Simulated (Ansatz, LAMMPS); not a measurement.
# Glassy 74SiO2-21Na2O-5TiO2 (mol %) (117 atoms) under strain: runs compared

How stiff is glassy 74SiO2-21Na2O-5TiO2 (mol %) (117 atoms), and how do its levels respond to strain?

Computed with Ansatz 0.2.0: Kohn-Sham DFT, revPBE, PAW (set soft_2), plane waves.

## (1) The cell as built

The cell holds 117 atoms: 29 Si, 16 Na, 2 Ti and 70 O. Its edges and angles: a = 11.774 Å, b = 11.774 Å, c = 11.774 Å, α = 90.0°, β = 90.0°, γ = 90.0°. 117 atoms (29 Si, 16 Na, 2 Ti, 70 O) placed at random at 2.42 g/cm³, melted at 4000 K for 10 ps at fixed volume with the Morse and Coulomb pair potential with partial charges (Pedone, Malavasi, Menziani, Cormack and Segre, J. Phys. Chem. B 110, 11780 (2006)). Quenched from 4000 K to 300 K at 8 K/ps and fixed volume, held 10 ps at zero pressure, then minimised at fixed cell.

Limits known from the start: The quench rate of 8 K/ps far exceeds what a furnace or splat quench reaches, so expect more defects and frozen-in strain than in a real sample. The starting topology of bonds comes from the classical model, and needn't be the one that DFT or experiment would give. Sampling is at Γ alone.

## (2) The reference run

The reference is a single point at the end of the relaxation.

Every strained cell starts from the geometry of this run, and its atoms are relaxed with the cell held.

Its input, with most atom lines left out:

```yaml
crystal:
  lattice:
    - [12.30876, -0.02331, 0.09399]
    - [-0.02331, 11.54172, -0.04786]
    - [0.09399, -0.04786, 11.82366]
  atoms:
    - { symbol: Si, position: [0.25929, 0.96455, 0.15817] }
    - { symbol: Si, position: [0.57259, 0.54809, 0.4015] }
    - { symbol: Si, position: [0.7834, 0.63813, 0.11797] }
    - { symbol: Si, position: [0.76046, 0.19524, 0.57828] }
    - { symbol: Si, position: [0.7931, 0.46488, 0.52304] }
    - { symbol: Si, position: [0.94488, 0.40334, 0.8855] }
    - { symbol: Si, position: [0.98255, 0.16114, 0.84996] }
    [... atom lines 8 to 117 left out ...]
kpoints:
  mp_grid: { grid: [1, 1, 1] }
hamiltonian:
  xc: revpbe
scf:
  occupations: { method: gaussian, width: 0.05 }
output:
  forces: true
  stress: true
  populations: true
  dos:
    method: { smearing: { sigma: 0.08 } }
    de: 0.1
    projected: { site_lists: { Na: [Na], O: [O], Si: [Si], Ti: [Ti] } }
  eigenvalues: true
  write_density: true
  write_potential: true
  volumetric_format: npy
```

```
free energy per atom   : -745.7862 eV/atom
r.m.s. force component : 0.00608 eV/Å
pressure               : 0.009576 GPa
```

Filled and empty levels are parted by 1.56 eV (at Γ alone); a semilocal functional tends to put such gaps too low. In a disordered cell it changes from sample to sample, and tail or defect levels can set it.

## (3) The runs

Each row is one run, on 4 threads of Intel Xeon 6975P-C (Granite Rapids), shared host. The free energy is the program's total, comparable only between runs with the same functional, potentials and atoms.

| run | atoms | outcome | ionic steps, all passes | free energy (eV) | time | host memory (GiB) |
| --- | --- | --- | --- | --- | --- | --- |
| Single point at the start | 117 | converged | - | -87250.071 | 9.9 s | 2.4 |
| Cell and atoms relaxed | 117 | converged | 26 | -87256.988 | 4.4 min | 2.5 |
| Single point at the relaxed geometry | 117 | converged | - | -87256.988 | 17 s | 2.5 |
| Volume -3 % | 117 | converged | 10 | -87256.734 | 2 min | 2.5 |
| Volume +3 % | 117 | converged | 6 | -87256.737 | 74 s | 2.6 |
| Volume -6 % | 117 | converged | 12 | -87256.004 | 2.2 min | 2.4 |
| Volume +6 % | 117 | converged | 9 | -87255.998 | 1.9 min | 2.6 |
| Volume -10 % | 117 | converged | 14 | -87254.169 | 2.5 min | 2.3 |
| Stretched by 1 % along x | 117 | converged | 5 | -87256.938 | 62 s | 2.5 |
| Compressed by 1 % along x | 117 | converged | 4 | -87256.913 | 47 s | 2.5 |
| Sheared by 2 % in xy | 117 | converged | 5 | -87256.921 | 63 s | 2.5 |

In some runs the program notes that the SCF threshold is loose for the stress.

## (4) Pressure against volume

Atoms are relaxed at each volume, in the scaled cell.

| volume change (%) | volume (Å³/atom) | energy change (meV/atom) | pressure (GPa) | largest move on relaxing (Å) | bonds | gap (eV) |
| --- | --- | --- | --- | --- | --- | --- |
| -10 | 12.920 | 24.09 | 5.60 | 1.08 | 221 | 1.90 |
| -6 | 13.494 | 8.41 | 3.16 | 0.91 | 217 | 1.77 |
| -3 | 13.925 | 2.17 | 1.56 | 0.46 | 212 | 1.65 |
| +0 | 14.355 | 0.00 | 0.01 | - | 208 | 1.56 |
| +3 | 14.786 | 2.14 | -1.60 | 0.24 | 205 | 1.49 |
| +6 | 15.217 | 8.46 | -3.11 | 0.44 | 202 | 1.43 |

## (5) Uniaxial strain and shear

Stress (GPa, compression positive) less that of the relaxed cell, atoms relaxed:

| strain | xx | yy | zz | xy | energy change (meV/atom) |
| --- | --- | --- | --- | --- | --- |
| stretched by 1 % along x | -1.076 | -0.282 | -0.256 | -0.010 | 0.42 |
| compressed by 1 % along x | 1.313 | 0.449 | 0.424 | 0.011 | 0.64 |
| sheared by 2 % in xy | -0.006 | -0.119 | -0.022 | -0.617 | 0.57 |

## (6) What came out

The bulk modulus, from the slope of pressure against ln V over the three points nearest the relaxed volume, is 52.6 GPa; between neighbouring points the slope runs 56, 51, 51, 55 and 52 GPa from the smallest volume up, without a steady fall, so no pressure derivative is given. The count of bonds runs from 202 to 221 over the series, so at some points contacts cross the cutoffs. At -10 % and -6 % some atom moved by over 0.5 Å on relaxing, so those points may sit in another local minimum. The gap goes from 1.90 eV at the smallest volume to 1.43 eV at the largest, -2.9 eV per unit of ln V by a straight line, on the run's k-points. In the Cartesian axes of the cell, finite differences give C11 = 119, C12 = 36.5, C13 = 34.0 and C66 = 30.8 GPa (the shear of 2 % is the engineering strain, εxy = 0.01). The mean of C11, C12 and C13, which equals the bulk modulus in a cubic or isotropic solid, is 63.3 GPa: it lies 20 % over the bulk modulus from the volumes. For an isotropic solid C66 would equal (C11 − C12)/2 = 41.5 GPa; so small a sample needn't be isotropic, and C66 rests on one shear. With the bulk modulus and C66 as K and G, Young's modulus would be about 77 GPa and Poisson's ratio 0.25.

Caveats: Strains are finite and relaxations stop at the force tolerance of the input, which can leave moduli too stiff; they are those of a static cell at zero temperature. Volumes are changed with the cell's shape held, so in an anisotropic solid the modulus lies over the one under free hydrostatic load. The program notes that the SCF threshold of the relaxations is loose for the stress.

The DFT runs together took 18 min of wall time.

[Logs are printed without paths, hosts, clocks, repeated set-up lines and the standing remarks that a program may print on its own settings, such as how far it seeks lower states.]

[Hosts, paths, dates, database ids (printed as entryN), source tags and the programs' standing remarks are cut or masked in the printed files.]
